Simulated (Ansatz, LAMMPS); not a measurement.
# Localised basis functions on Li+ PF6- in ethylene carbonate at 350 K (86 atoms)

Aim: test how closely localised support functions follow the reference on Li+ PF6- in ethylene carbonate at 350 K (86 atoms), and at what cost. A setting counts as converged where the r.m.s. difference of forces stays under 1 % of the r.m.s. force.

Program: Ansatz 0.2.0. Level of theory: Kohn-Sham DFT, PBE+D4, PAW (set soft_2), plane waves. Values are calculated unless marked as measured.

### 1. Set-up

The cell holds 86 atoms: 21 O, 21 C, 28 H, 2 P, 12 F and 2 Li. Cell: a = 9.959 Å, b = 9.959 Å, c = 9.959 Å, α = 90.0°, β = 90.0°, γ = 90.0°. 7 ethylene carbonate, 2 Li+, 2 PF6- placed at random, at 1.55 g/cm³; overlaps pushed apart, then 10 ps at 550 K with stiff harmonic cages for PF6 and BF4 with UFF radii; Joung-Cheatham ions (J. Phys. Chem. B 112, 9020 (2008)); MMFF94 bonds, angles, torsions, charges and radii (Halgren, J. Comput. Chem. 17, 490 (1996)) in harmonic and 12-6 forms; charges of ions scaled by 0.8. Snapshot after 30 ps at 350 K and fixed volume.

Limits known from the start: The network of contacts between molecules at the start is that of the classical potential that made the cell, and needn't be the one that DFT or experiment would give. The density was typed from a rule of thumb and may lie off the real one at this temperature. Only the Γ point is sampled, in a cell whose shortest periodic width is 10 Å.

### 2. How the cell was made

A classical potential makes the cell, at a small fraction of what the same run would cost in DFT.

This step: classical MD, stiff harmonic cages for PF6 and BF4 with UFF radii; Joung-Cheatham ions (J. Phys. Chem. B 112, 9020 (2008)); MMFF94 bonds, angles, torsions, charges and radii (Halgren, J. Comput. Chem. 17, 490 (1996)) in harmonic and 12-6 forms; charges of ions scaled by 0.8 (LAMMPS 22 Jul 2025 - Update 4).

in.lmp

```
# Li+ PF6- in ethylene carbonate
units real
atom_style full
boundary p p p
bond_style harmonic
angle_style harmonic
dihedral_style opls
improper_style harmonic
special_bonds lj 0 0 0.5 coul 0 0 0.75
read_data data.lmp
neigh_modify delay 0 every 1 check yes one 4000
comm_modify cutoff 12.0
timestep 0.5
thermo_style custom step time temp pe press density
thermo_modify norm yes
# push overlapping molecules apart
pair_style soft 2.6
pair_coeff * * 0.0
variable a equal ramp(1,60)
fix ad all adapt 1 pair soft a * * v_a
velocity all create 550 1564 mom yes dist gaussian
fix lim all nve/limit 0.03
fix lan all langevin 550 550 50 1565 zero yes
thermo 1000
run 3000 post no
unfix ad
pair_style lj/cut/coul/long 9.0
pair_modify mix arithmetic tail yes
pair_coeff 1 1 0.0763 2.9870   # O
pair_coeff 2 2 0.0678 3.4070   # C
pair_coeff 3 3 0.0763 3.0430   # O
pair_coeff 4 4 0.0678 3.3680   # C
pair_coeff 5 5 0.0216 2.5400   # H
pair_coeff 6 6 0.3050 3.6946   # P
# [... 20 lines left out ...]
compute msd all msd com yes
thermo 7500
fix md all nvt temp 350 350 100
run 30000 post no
print "== T350: mean square displacement over the hold $(c_msd[4]:%.2f) A^2"
unfix md
uncompute msd
write_dump all custom T350.dump id type xs ys zs modify sort id
```

Run with:

```console
> lmp -in in.lmp -log none -nocite
```

The log of the run:

```text
LAMMPS (22 Jul 2025 - Update 4)
Reading data file ...
  orthogonal box = (0 0 0) to (9.95911 9.95911 9.95911)
  86 atoms
  orthogonal box = (0 0 0) to (9.95911 9.95911 9.95911)
  106 bonds
  119 angles
  133 dihedrals
  7 impropers
WARNING: Bond/angle/dihedral extent > half of periodic box length
   Step          Time           Temp          PotEng         Press         Density
         0   0              550            0.55196184     7968.0603      1.5469979
      1000   500            548.4831       2.2477144      27446.168      1.5469979
      2000   1000           482.28818      1.7276107      13904.081      1.5469979
      3000   1500           448.50976      1.8800779      24725.209      1.5469979
WARNING: Bond/angle/dihedral extent > half of periodic box length
Loop time of 0.712231 s on 1 MPI rank(s) for 3000 steps with 86 atoms
PPPM initialization ...
  G vector (1/distance) = 0.29757698
  grid = 6 6 6
  estimated relative force accuracy = 3.9701899e-05
WARNING: Bond/angle/dihedral extent > half of periodic box length
   Step          Time           Temp          PotEng         Press         Density
      3000   1500           448.50976     -1.6273266      9356.7987      1.5469979
[... 17 lines left out ...]
Loop time of 2.12268 s on 1 MPI rank(s) for 2000 steps with 86 atoms
WARNING: Bond/angle/dihedral extent > half of periodic box length
   Step          Time           Temp          PotEng         Press         Density
      2000   1000           548.55097     -3.4599331      9935.9867      1.5469979
[... 5 lines left out ...]
WARNING: Bond/angle/dihedral extent > half of periodic box length
Loop time of 11.3556 s on 1 MPI rank(s) for 10000 steps with 86 atoms
WARNING: Bond/angle/dihedral extent > half of periodic box length
   Step          Time           Temp          PotEng         Press         Density
[... 4 lines left out ...]
WARNING: Bond/angle/dihedral extent > half of periodic box length
Loop time of 4.45957 s on 1 MPI rank(s) for 5000 steps with 86 atoms
WARNING: Bond/angle/dihedral extent > half of periodic box length
   Step          Time           Temp          PotEng         Press         Density
[... 2 lines left out ...]
     30000   29000          354.23697     -4.4704311     -6504.2582      1.5469979
     37500   36500          348.82892     -4.5017334     -5557.7237      1.5469979
     45000   44000          303.62053     -4.6364807      3689.6911      1.5469979
     47000   46000          330.69193     -4.5886826      7002.6955      1.5469979
WARNING: Bond/angle/dihedral extent > half of periodic box length
Loop time of 18.5751 s on 1 MPI rank(s) for 30000 steps with 86 atoms
== T350: mean square displacement over the hold 4.73 A^2
```

Run time: 39 s. Hardware: 1 thread of Intel Xeon at 2.80GHz (Skylake/Cascade Lake), shared host; peak memory 0.37 GiB.

The input also reads data.lmp (atoms, bonds and types; not printed here).

### 3. Plane-wave single point

The first run fixes the reference, at a cutoff of 420 eV.

input.yaml

```yaml
crystal:
  lattice:
    - [9.95911, 0.0, 0.0]
    - [0.0, 9.95911, 0.0]
    - [0.0, 0.0, 9.95911]
  atoms:
    - { symbol: O, position: [0.68406, 0.01415, 0.40599] }
    - { symbol: C, position: [0.61378, 0.94462, 0.48089] }
    - { symbol: O, position: [0.64779, 0.83659, 0.56373] }
    - { symbol: C, position: [0.52818, 0.78693, 0.62741] }
    - { symbol: C, position: [0.45064, 0.91652, 0.62171] }
    - { symbol: O, position: [0.4787, 0.96578, 0.49272] }
    - { symbol: H, position: [0.48745, 0.71141, 0.56098] }
    - { symbol: H, position: [0.54148, 0.74668, 0.72215] }
    - { symbol: H, position: [0.34061, 0.89539, 0.63689] }
    - { symbol: H, position: [0.48105, 0.99584, 0.69372] }
    - { symbol: O, position: [0.31987, 0.35484, 0.31683] }
    - { symbol: C, position: [0.31999, 0.32571, 0.19683] }
    - { symbol: O, position: [0.43182, 0.2771, 0.147] }
    - { symbol: C, position: [0.4042, 0.24534, 0.00504] }
    - { symbol: C, position: [0.27963, 0.32384, 0.98635] }
    - { symbol: O, position: [0.21586, 0.31775, 0.11225] }
    - { symbol: H, position: [0.48021, 0.29292, 0.93465] }
    - { symbol: H, position: [0.39617, 0.13594, 0.00215] }
    - { symbol: H, position: [0.30355, 0.42544, 0.97243] }
    - { symbol: H, position: [0.22309, 0.26637, 0.90436] }
    - { symbol: O, position: [0.40022, 0.61294, 0.35265] }
    - { symbol: C, position: [0.47495, 0.64577, 0.26263] }
    - { symbol: O, position: [0.54238, 0.766, 0.26529] }
    - { symbol: C, position: [0.64368, 0.75216, 0.16816] }
    - { symbol: C, position: [0.597, 0.65133, 0.06943] }
    - { symbol: O, position: [0.50888, 0.56968, 0.15458] }
    - { symbol: H, position: [0.65908, 0.84886, 0.11621] }
    - { symbol: H, position: [0.73158, 0.72516, 0.22435] }
    - { symbol: H, position: [0.54375, 0.6931, 0.98343] }
    - { symbol: H, position: [0.68287, 0.58319, 0.03416] }
    - { symbol: O, position: [0.79165, 0.12782, 0.16073] }
    - { symbol: C, position: [0.84129, 0.11551, 0.0503] }
    - { symbol: O, position: [0.90606, 0.21965, 0.99267] }
    - { symbol: C, position: [0.90181, 0.19609, 0.85794] }
    - { symbol: C, position: [0.87246, 0.05276, 0.84287] }
    - { symbol: O, position: [0.80545, 0.02012, 0.95783] }
    - { symbol: H, position: [0.82903, 0.26164, 0.82459] }
    - { symbol: H, position: [0.99719, 0.22745, 0.81734] }
    - { symbol: H, position: [0.81053, 0.02281, 0.75818] }
    - { symbol: H, position: [0.96648, 0.99415, 0.84112] }
    - { symbol: O, position: [0.81713, 0.32512, 0.33631] }
    - { symbol: C, position: [0.87319, 0.4249, 0.3011] }
    - { symbol: O, position: [0.83714, 0.48818, 0.18791] }
    - { symbol: C, position: [0.94644, 0.57891, 0.16269] }
    - { symbol: C, position: [0.0127, 0.60925, 0.29979] }
    - { symbol: O, position: [0.97233, 0.49335, 0.36356] }
    - { symbol: H, position: [0.02591, 0.52152, 0.10643] }
    - { symbol: H, position: [0.92115, 0.67142, 0.11219] }
    - { symbol: H, position: [0.12218, 0.59686, 0.29046] }
    - { symbol: H, position: [0.99073, 0.69794, 0.35898] }
    - { symbol: O, position: [0.17866, 0.33374, 0.55149] }
    - { symbol: C, position: [0.13958, 0.22455, 0.51656] }
    - { symbol: O, position: [0.05951, 0.20024, 0.40543] }
    - { symbol: C, position: [0.00518, 0.07478, 0.42885] }
    - { symbol: C, position: [0.12081, 0.00762, 0.49464] }
    - { symbol: O, position: [0.18176, 0.11023, 0.57913] }
    - { symbol: H, position: [0.92074, 0.0823, 0.49882] }
    - { symbol: H, position: [0.96521, 0.02915, 0.34279] }
    - { symbol: H, position: [0.09078, 0.91705, 0.55587] }
    - { symbol: H, position: [0.18957, 0.96502, 0.41925] }
    - { symbol: O, position: [0.21088, 0.62355, 0.56338] }
    - { symbol: C, position: [0.10018, 0.61334, 0.61676] }
    - { symbol: O, position: [0.06534, 0.50842, 0.6986] }
    - { symbol: C, position: [0.94897, 0.56007, 0.76571] }
    - { symbol: C, position: [0.88438, 0.65941, 0.67652] }
    - { symbol: O, position: [0.99924, 0.7038, 0.60028] }
    - { symbol: H, position: [0.89206, 0.46983, 0.80433] }
    - { symbol: H, position: [9.0e-05, 0.60646, 0.84728] }
    - { symbol: H, position: [0.81252, 0.6275, 0.60182] }
    - { symbol: H, position: [0.83821, 0.74342, 0.73396] }
    - { symbol: P, position: [0.19306, 0.86124, 0.03841] }
    - { symbol: F, position: [0.20706, 0.02332, 0.02787] }
    - { symbol: F, position: [0.35043, 0.85605, 0.05766] }
    - { symbol: F, position: [0.21302, 0.85371, 0.88002] }
    - { symbol: F, position: [0.18098, 0.69694, 0.02572] }
    - { symbol: F, position: [0.03823, 0.87831, 0.04082] }
    - { symbol: F, position: [0.17766, 0.8711, 0.20113] }
    - { symbol: P, position: [0.58665, 0.34422, 0.61321] }
    - { symbol: F, position: [0.56292, 0.27199, 0.46231] }
    - { symbol: F, position: [0.66347, 0.45749, 0.53585] }
    - { symbol: F, position: [0.72202, 0.25064, 0.61158] }
    - { symbol: F, position: [0.62933, 0.39934, 0.76414] }
    - { symbol: F, position: [0.50834, 0.21796, 0.67364] }
    - { symbol: F, position: [0.45714, 0.42992, 0.60738] }
    - { symbol: Li, position: [0.69925, 0.19256, 0.32001] }
    - { symbol: Li, position: [0.3113, 0.46993, 0.47087] }
kpoints:
  mp_grid: { grid: [1, 1, 1] }
hamiltonian:
  xc: pbe
  dispersion: d4
scf:
  occupations: { method: fixed }
output:
  forces: true
  stress: true
  populations: true
  dos:
    method: { smearing: { sigma: 0.08 } }
    de: 0.1
    projected: { site_lists: { C: [C], F: [F], H: [H], Li: [Li], O: [O] } }
  eigenvalues: true
  write_density: true
  write_potential: true
  volumetric_format: npy
  elf: true
```

Run with:

```console
> ansatz run input.yaml --threads 4 --pin off --max-ram 8192MiB --backend cpu --events-out ev --progress --plain --runs-dir out
```

The log of the run:

```text
Engine: ansatz 0.2.0, aarch64-unknown-linux-gnu
Pseudopotentials: kind: paw
Pseudopotential: O, paw, valence charge 6, recommended cutoff 420 eV (normal), O.paw.azcp
Pseudopotential: C, paw, valence charge 4, recommended cutoff 420 eV (normal), C.paw.azcp
Pseudopotential: H, paw, valence charge 1, recommended cutoff 420 eV (normal), H.paw.azcp
Pseudopotential: P, paw, valence charge 5, recommended cutoff 420 eV (normal), P.paw.azcp
Pseudopotential: F, paw, valence charge 7, recommended cutoff 420 eV (normal), F.paw.azcp
Pseudopotential: Li, paw, valence charge 3, recommended cutoff 420 eV (normal), Li.paw.azcp
[... 5 lines on functional and potentials left out ...]
Crystal: 86 atoms, lattice volume = 987.783 Å³
Basis set: ecut = 420 eV, 19309 PW (Γ), exchange–correlation on 144×144×144 points (8 copies of the dense FFT grid, shifted against one another)
Bands: 255, of which v1, the nominal top of the filled ones, is band 169 counted from 1 (168 counted from 0)
Symmetry: 1 space group operations
Space group: P1 (ITA 1), of the structure as read, at distance tolerance 1.0e-4 Å
k-points: 1
[... 13 lines on functional and potentials left out ...]
Initial density: superposition of atomic densities (neutral atoms: chi_scale 0, normalization atom), corrected by the library's trained network
Initial wavefunctions: pseudopotential atomic-orbital guess
Functional: x = pbe(κ = 0.804, μ = 0.219515), c = pbe(β = 0.066725)
SCF iter   1: F=—  HF=-29252.068159 eV  |F-HF|=—  |Δ(HF+E_count)|=         —  Δρ=6.03e-3  dr2=3.75e-1  ethr=1.77e-3  ⟨swp⟩=4.0  Hψ=986  notcnv=0  defer=83
preconditioner: auto → Resta (q_TF=auto, 2.282 Å⁻¹)  ε∞=2.5  [insulator: Δε(μ)=5.277 eV  Ē_g=17.686 eV  n_scr=202 (ndim 8)  ℏωp=21.6 eV  f_vac=0.289  ε∞_Penn≈2.5]
SCF iter   2: F=—  HF=-29251.988253 eV  |F-HF|=—  |Δ(HF+E_count)|=   7.99e-2  Δρ=3.21e-3  dr2=8.25e-2  ethr=1.11e-4  ⟨swp⟩=2.0  Hψ=441  notcnv=0  defer=83
SCF iter   3: F=—  HF=-29251.977307 eV  |F-HF|=—  |Δ(HF+E_count)|=   1.09e-2  Δρ=1.51e-3  dr2=2.82e-2  ethr=2.44e-5  ⟨swp⟩=3.0  Hψ=328  notcnv=0  defer=84
SCF iter   4: F=—  HF=-29251.971754 eV  |F-HF|=—  |Δ(HF+E_count)|=   5.55e-3  Δρ=4.93e-4  dr2=2.95e-3  ethr=8.34e-6  ⟨swp⟩=2.0  Hψ=327  notcnv=0  defer=84
SCF iter   5: F=—  HF=-29251.971230 eV  |F-HF|=—  |Δ(HF+E_count)|=   5.25e-4  Δρ=2.46e-4  dr2=5.91e-4  ethr=8.74e-7  ⟨swp⟩=2.0  Hψ=434  notcnv=0  defer=84
SCF iter   6: F=—  HF=-29251.971145 eV  |F-HF|=—  |Δ(HF+E_count)|=   8.41e-5  Δρ=9.72e-5  dr2=8.12e-5  ethr=1.75e-7  ⟨swp⟩=2.0  Hψ=338  notcnv=0  defer=84
SCF iter   7: F=—  HF=-29251.972082 eV  |F-HF|=—  |Δ(HF+E_count)|=   9.36e-4  Δρ=3.46e-5  dr2=9.31e-6  ethr=2.40e-8  ⟨swp⟩=2.0  Hψ=337  notcnv=0  defer=84
SCF iter   8: F=—  HF=-29251.972083 eV  |F-HF|=—  |Δ(HF+E_count)|=   1.11e-6  Δρ=1.75e-5  dr2=2.65e-6  ethr=2.75e-9  ⟨swp⟩=3.0  Hψ=339  notcnv=0  defer=84
SCF iter   9: F=—  HF=-29251.972082 eV  |F-HF|=—  |Δ(HF+E_count)|=   2.35e-7  Δρ=4.33e-6  dr2=1.67e-7  ethr=7.84e-10  ⟨swp⟩=2.0  Hψ=340  notcnv=0  defer=83
SCF iter  10: F=-29251.972083 eV  HF=-29251.972083 eV  |F-HF|=2.21e-8  |Δ(HF+E_count)|=   4.67e-8  Δρ=2.40e-6  dr2=4.85e-8  ethr=2.96e-11  ⟨swp⟩=27.0  Hψ=2650  notcnv=0
WARN: dispersion: an atom stands within reach of a switch of its C6 between two reference coordination numbers of its element: through that C6 alone, e_disp changes by 0.025 eV or more while the distances to its neighbours run over a stretch of 0.05 Å that contains this geometry (sites counted from 0 in the run's list of atoms or, [...]
SCF 1 converged in 10 iterations: F = -29251.972083 eV  dr2 = 4.85e-8
  greatest PAW one-centre occupation: 1.000 electrons in one spin orbital (limit 2), on the Li atom at site 84 (counted from 0), in its partial waves of l = 0
WARN: The input density's exchange-correlation potential varies sharply where the density is thin. Do not read a vacuum level from v_tot or v_xc, or from such a field of the output density. On a cell that repeats whose density bears no net charge and no dipole along the vacuum's axis use v_es (v_loc + v_h of the components); [...]
SCF converged after 10 iterations
Free energy (F): -29251.972083 eV
Harris-Foulkes:  -29251.972083 eV  (|F-HF|=2.21e-8)
Internal energy: -29251.972083 eV  (E = F + TS)
E sigma→0 (E₀):  -29251.972083 eV
Fermi energy:    -0.692197 eV
--- Per-component energies (eV) ---
  E_band       = -3083.651374
  E_kinetic    = 8694.455404
  E_local      = -32610.329183  (includes V_loc(G=0)·N_el)
  E_nonlocal   = 2502.961951
  E_hartree    = 12500.962644
  E_xc         = -3903.782548
  E_vxc        = -4916.192268  (∫ρ·V_xc dr)
  E_paw        = -9016.700311  (= ΣΔE_a)
  E_vpaw       = -1756.518903  (= ΣTr[D̂ρ^β])
  E_aug_tail   = 0.038230  (compensation charges beyond the density's cutoff)
  E_ewald      = -7414.832235
  E_disp       = -4.746035  (pairwise vdW)
  E_smearing   = -0.000000  (= −TS)
  E_closure    = -0.000000  (closes the sum)
  Σ components = -29251.972083   (vs F -29251.972083, Δ=0.00e0)
--- Forces (eV/Å), atoms counted from 1 ---
  atom   1  O     -0.40484413    -2.08432265     1.52574905
  atom   2  C     -0.73430853     0.41087290    -0.73382226
  atom   3  O      2.18477595     1.10346566    -1.20855827
  atom   4  C     -0.70758365     1.84672868    -2.23038947
  atom   5  C     -2.84474699    -0.73732988     1.79296418
  atom   6  O      1.13181515     0.43319129    -0.66154698
  atom   7  H     -0.44276622    -0.37988966    -0.26732627
  atom   8  H      0.85996873    -0.64432955     2.15656980
  atom   9  H      0.78708498     0.42668719    -0.38183110
  atom  10  H      0.02064563    -0.54693353     0.09489345
  atom  11  O     -1.15065688     0.22671402    -1.23696439
  atom  12  C      0.26925134    -0.84690918     3.49719875
  atom  13  O      1.36699101    -0.12107955    -1.56560063
  atom  14  C      1.85082521     0.59908621    -0.12060009
[...]
atom  85  Li    -0.53301596    -0.48349726     0.10091063
  atom  86  Li    -0.11740596    -0.02287458    -0.08880858
  max |Σ_I F_I| component: 1.20e-4 eV/Å
--- Stress (GPa, compression-positive) ---
        4.076879      -0.181098      -0.682600
       -0.181098       2.185977      -1.394898
       -0.682599      -1.394898       4.187491
  P = ⅓ Tr σ = 3.4834 GPa (34.834 kbar)
--- Band table (eV) ---
  k-point 0: bands = ["-43.1812", "-43.0358", "-26.0068", "-25.5382", [... 239 levels ...], "11.4711", "11.5798", "11.5895", "11.6589", "11.7407", "11.8137", "11.8671", "11.9552", "12.0374", "12.1330", "12.1757", "12.2131"]
--- Löwdin populations: 86 sites ---
  site symbol       q [e]
     0      O      6.4189
     1      C      3.2807
     2      O      6.2992
[...]
85     Li      2.2548
  spilling = 0.012418 (of n_electrons = 338.000000)
```

Elapsed: 11 s, on 4 threads of Arm Neoverse V2, shared host; peak memory 1.1 GiB; 40 s of CPU time.

The column dr2 measures how far the density is from self-consistency, as an energy; F and HF (Harris–Foulkes) agree once it is small.

The program notes that the dispersion model switches parameters near this geometry and the exchange-correlation potential is rough where the density is thin.

Read from the output:

| Property | Result |
| --- | --- |
| free energy | -29251.9721 eV |
| free energy per atom | -340.1392 eV/atom |
| SCF cycles | 10 |
| pressure | 3.483 GPa |
| r.m.s. force component | 1.125 eV/Å |
| longest force | 4.317 eV/Å |
| Fermi energy | -0.6922 eV |
| gap (highest filled to lowest empty level) | 5.065 eV |
| spilling of the projection | 0.01242 |

The r.m.s. force component of 1.1 eV/Å sets the scale for the differences below.

[end of part 1 of 3]

[Long decimals in the printed logs are rounded to 6 places.]

[Logs are printed without paths, hosts, clocks, repeated set-up lines and the standing remarks that a program may print on its own settings, such as how far it seeks lower states.]

[Hosts, paths, dates, database ids (printed as entryN), source tags and the programs' standing remarks are cut or masked in the printed files.]

[The MMFF94 radii named for the starting cell were scaled by 0.96; in molecules described by MMFF94, hydrogen bound to N, O or S took a small fixed 12-6 site in their place.]
